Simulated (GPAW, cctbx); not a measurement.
## Bonding in Tl2IBrF6 as X-rays see it

Aim: compute the bonding part of the density of Tl2IBrF6, find which reflections carry it, and see how it biases an ordinary refinement.

The start was made by putting kin elements into a known structure type; the compound need not exist, or be stable, in this form. All numbers below are calculated.

### 1. Find the equilibrium geometry

The density hangs on the geometry, so cell and atoms are relaxed first, with the symmetry held. The cutoff is set higher than for the density because stress converges slowly with plane waves.

Settings: GPAW 26.7.0, PBE, 900 eV, 3×3×3 k-points, Fermi–Dirac width 0.05 eV, BFGS to 0.03 eV/Å.

```text
cell
1.0
     0.000000000    4.760000000    4.760000000
     4.760000000    0.000000000    4.760000000
     4.760000000    4.760000000    0.000000000
Tl I Br F
2 1 1 6
Direct
0.750000000 0.750000000 0.750000000
0.250000000 0.250000000 0.250000000
0.000000000 0.000000000 0.000000000
0.500000000 0.500000000 0.500000000
0.770900000 0.229100000 0.229100000
0.229100000 0.229100000 0.770900000
0.770900000 0.770900000 0.229100000
0.770900000 0.229100000 0.770900000
0.229100000 0.770900000 0.229100000
0.229100000 0.770900000 0.770900000
```

```console
$ OMP_NUM_THREADS=1 mpirun -n 4 gpaw python run.py > gpaw.log
```

```text
BFGS:    0      -30.671202        0.957707
BFGS:    1      -30.747897        0.909223
BFGS:    2      -31.094202        0.606138
BFGS:    3      -31.131066        0.332088
...
BFGS:    8      -31.455213        0.392460
BFGS:    9      -31.558075        0.126603
BFGS:   10      -31.569353        0.024118
cell  7.0611 7.0611 7.0611  60.00 60.00 60.00
volume 248.946 A^3, largest force 0.023 eV/A, largest stress 0.04 GPa
```

The cell moved far, while the k-mesh and basis were chosen for the start, so the final shape may be somewhat biased.

After 10 steps the volume has changed by +15.4 % and the energy by -0.898 eV; the largest stress left is 0.04 GPa. It took 3.9 min on 4 cores of AMD EPYC 7R43 64-Core Processor (Zen 3) (shared host), peak memory 2.2 GiB.

Relaxed structure: Fm-3m (no. 225), a = 9.9859 Å, b = 9.9859 Å, c = 9.9859 Å, α = 90.00°, β = 90.00°, γ = 90.00°.

```csv
atom,mult.,x,y,z
Tl1,8,1/4,1/4,3/4
I1,4,0,0,0
Br1,4,1/2,0,0
F1,24,0.2050,0,0
```

### 2. The all-electron density

X-rays see the whole electron density, so the PAW density is rebuilt with its core regions. Subtracting spherical free atoms from the same code cancels the cores and leaves the deformation density Δρ, the part due to bonding.

Settings: PBE, 550 eV, 4×4×4 k-points, Fermi–Dirac width 0.05 eV; primitive cell of 10 atoms.

```console
$ OMP_NUM_THREADS=1 mpirun -n 4 gpaw python run.py > gpaw.log
```

```text
|iter:   1|       0s |  -39.392251 | -0.71 |       |
|iter:   2|       2s |  -37.091124 | -1.66 | -0.99 |
|iter:   3|       3s |  -31.189139 | -0.50 | -1.05 |
...
|iter:   8|       9s |  -31.016003c| -5.62 | -3.08 |
|iter:   9|      10s |  -31.016005c| -6.59 | -4.14c|
|iter:  10|      11s |  -31.016006c| -7.55c| -4.74c|
```

```text
grid (80, 80, 80)  electrons 304.000  moved by bonding 2.422 e
deformation density beyond 0.5 A of the nuclei: max 0.157, min -0.140 e/A^3
atom        x       y       z   Voronoi charge  moment
Tl1    0.7500  0.7500  0.7500      0.414       0.00
Tl2    0.2500  0.2500  0.2500      0.414       0.00
I 3    0.0000  0.0000  0.0000      0.703       0.00
Br4    0.5000  0.5000  0.5000     -0.350       0.00
F 5    0.7950  0.2050  0.2050     -0.197       0.00
F 6    0.2050  0.2050  0.7950     -0.197       0.00
F 7    0.7950  0.7950  0.2050     -0.197       0.00
F 8    0.7950  0.2050  0.7950     -0.197       0.00
F 9    0.2050  0.7950  0.2050     -0.197       0.00
F 10   0.2050  0.7950  0.7950     -0.197       0.00
mean inner potential of superposed free atoms 10.470 V
total magnetic moment 0.000 muB
```

Deformation density in a plane through the shortest contact of the I atom at the origin, in 0.01 e/Å³ (clipped at ±99); x from -1.6 to 3.6 Å, y from 2.4 down to -2.4 Å:

```text
  0   0   3   8   .   .   9   3   1   0  -1  -1  -1  -1   0   0
  0   1   4  14   .   .  14   5   1   0  -1  -1  -1  -1   0   0
  0   0   3  10  -3  -6  11   3   0   0   0   0   0   0   0   0
  0  -2  -3   0   6   6   1  -3  -2   0   1   1   0   0   0   1
  4  -2  -9 -12  -7  -7 -11 -10  -3   3   6   5   2   0   0   1
 12   4  -9  -5   .   .  -3 -10   2  12   .   .   3   1   1   1
-14  10  -5   1   .   .   3  -6   7  -1   .   .  -4  -1   0   1
 12   4  -9  -5   .   .  -3 -10   2  13   .   .   3   0   1   1
  4  -2  -9 -12  -7  -7 -11 -10  -3   3   6   5   2   0   1   1
  0  -2  -3   0   6   6   1  -4  -2   0   1   1   0   0   0   1
  0   0   3   9   0  -8  12   3   0   0   0   0   0   0   0   0
  0   1   4  15   .   .  14   5   1   0  -1  -1  -1  -1   0   0
  0   0   3   8   .   .   9   3   1   0  -1  -1  -1  -1   0   0
```

Atoms in or within 0.15 Å of the plane: I (0.0, 0.0), F (2.0, 0.0), F (0.0, 2.0), F (0.0, -2.0) Å. Dots mark points within about 0.45 Å of a nucleus; large values next to them are atomic features.

Br gains most (-0.35 e) and I loses most (+0.70 e), which isn't the order of electronegativity: valence and coordination count too, and Voronoi cells cut space at the midplane whatever the atoms' sizes. Such charges fall far short of formal ones, since overlapping free atoms already put density on their neighbours. Along the shortest contact from the I atom at the map's origin, I–F at 2.05 Å, Δρ is 0.00 e/Å³ at the midpoint and highest, +0.14, 1.37 Å from I (points within 0.5 Å of a nucleus left out): little sits at the middle, as in a polar contact, whose build-up shifts to the more electronegative atom. At the midpoints of other shortest contacts it is -0.05 (F–F, 2.90 Å) and +0.01 (Br–F, 2.95 Å) e/Å³. Point values carry grid noise of about 0.01 e/Å³. The run needed 10 iterations, 26 s.

### 3. Structure factors

The Fourier components of Δρ, added to those of the free atoms, give the static X-ray structure factors; the Mott–Bethe relation turns them into the Fourier components V of the potential that fast electrons feel.

```text
static structure factors of the conventional cell: F in electrons, V (Mott-Bethe) in volts
   h  k  l      d  |F| table  |F| free   |F| DFT   change   |V| free  |V| DFT  change %
   1  1  1  5.7654   124.561   124.488   122.297   -2.191     1.195    1.531     28.0
   0  2  0  4.9930   211.017   210.939   208.716   -2.223     0.211    0.466    120.9
   0  2  2  3.5305   853.450   853.631   851.049   -2.581     5.555    5.703      2.7
   1  3  1  3.0109    49.893    50.007    48.385   -1.621     0.340    0.408     19.9
   2  2  2  2.8827   421.009   419.714   424.676    4.962     2.242    2.052     -8.5
   0  4  0  2.4965   960.748   959.842   962.855    3.013     6.161    6.075     -1.4
   1  3  3  2.2909     5.484     5.009     6.885    1.876     0.265    0.219    -17.1
   0  4  2  2.2329   235.646   235.412   235.603    0.191     0.430    0.426     -1.0
   2  4  2  2.0384   723.258   723.513   723.220   -0.292     3.548    3.554      0.2
   3  3  3  1.9218    48.389    47.677    49.677    2.000     0.721    0.687     -4.7
   1  5  1  1.9218   124.239   123.875   126.365    2.490     1.011    0.968     -4.2
   0  4  4  1.7653   824.300   823.603   824.412    0.809     4.441    4.429     -0.3
   1  5  3  1.6879    72.612    72.580    73.479    0.899     0.480    0.468     -2.5
   2  4  4  1.6643   245.217   244.986   245.298    0.312     0.645    0.641     -0.6
```

The largest X-ray change is +4.96 e on 222, 1.2 % of |F|. For electrons V goes as (Z − F)/g², so a change of F counts against Z − F, which is small at low angle and wherever the atoms' terms cancel: |V| of 020 moves by +120.9 % (0.21 to 0.47 V) against -1.1 % in |F|. The tabulated Hartree–Fock atoms differ from the free DFT atoms by up to 1.30 e, so the choice of reference atom matters too.

### 4. The functional ladder

The same geometry is run with other functionals, to see whether the bonding signal is larger than the spread between approximations. Free atoms are LDA for LDA and PBE otherwise; meta-GGAs and hybrids keep PBE cores. Any other changed setting is in the row's label.

| run | ΔF 222 (e) | ΔF 040 (e) | ΔF 022 (e) | q(Br) (e) | moved (e) | time |
| --- | --- | --- | --- | --- | --- | --- |
| PBE | +4.962 | +3.013 | -2.581 | -0.350 | 2.422 | 26 s |
| LDA | +4.700 | +2.614 | -2.762 | -0.309 | 2.333 | 24 s |
| r2SCAN | +5.414 | +3.385 | -2.658 | -0.393 | 2.603 | 54 s |

At the base's settings ΔF(222) spans +4.700 to +5.414 e, a spread of 14 % of the PBE value; over the three listed reflections the spread is at most 26 %, so the sign holds and the size hangs on the functional. Times are from shared hosts.

### 5. Refining ordinary atoms against data with bonding

Routine crystallography fits spherical atoms. To see the bias, intensities are simulated from tabulated atoms plus the DFT change ΔF, so that bonding alone can misfit (11574 reflections of the full sphere, merged to the counts below, to 0.45 Å, 1 % proportional noise plus counting noise, assumed isotropic U as listed, Δρ smeared by the mean U) and refined with cctbx over different ranges.

```csv
range,data,R1,GooF,U Tl1 (true 0.0057),U I1 (true 0.0068),U Br1 (true 0.0079),U F1 (true 0.0121),largest shift (Å),"Δρ max, min (e/Å³)"
all data,344,0.0029,1.14,0.0057,0.0068,0.0079,0.0120,0.0010,"0.25, -0.25"
"low resolution, d > 0.84",69,0.0029,1.58,0.0058,0.0068,0.0080,0.0121,0.0007,"0.14, -0.09"
"high order, d < 0.75",254,0.0030,0.97,0.0057,0.0068,0.0079,0.0120,0.0005,"0.14, -0.25"
"occupancies free, d > 0.7",108,0.0026,1.37,0.0057,0.0068,0.0079,0.0128,0.0019,"0.15, -0.18"
```

With all data GooF is 1.14, diluted by the many high-angle data; the misfit shows at low resolution; the top residual peak lies 0.09 Å from F and 2.13 Å from I, on the atom. No U is off by more than 3 s.u. at low resolution. With Tl1 held at 1 and the scale free, the other occupancies refine to I1 1.000(0.001), Br1 1.000(0.002) and F1 1.018(0.004), on sites that are all full: they absorb part of the misfit, and only ratios to the fixed site mean anything.

### 6. Answer

Bonding moves 2.42 e in the primitive cell of Tl2IBrF6 and changes the structure factors of the conventional cell in the table above by at most 4.96 e (222, 1.2 %), and among reflections above 2 % of the strongest by up to 4.2 % (333). The shortest bond, I–F, has Δρ = 0.00 e/Å³ at its midpoint, low for a shared bond; with the charge transfer this is a polar contact. At the base's settings ΔF(222) spans +4.700 to +5.414 e, a spread of 14 % of the PBE value; over the three listed reflections the spread is at most 26 %, so the sign holds and the size hangs on the functional. With all data GooF is 1.14, diluted by the many high-angle data. Limits: static density, frozen cores, no spin–orbit coupling.

[Outputs are excerpts: Python notices, other lines and further rows are left out; steps that failed or that the build refused (PBEsol, TPSS) are not shown.]

[Logs are printed without paths, hosts, clocks, repeated set-up lines and the standing remarks that a program may print on its own settings, such as how far it seeks lower states.]
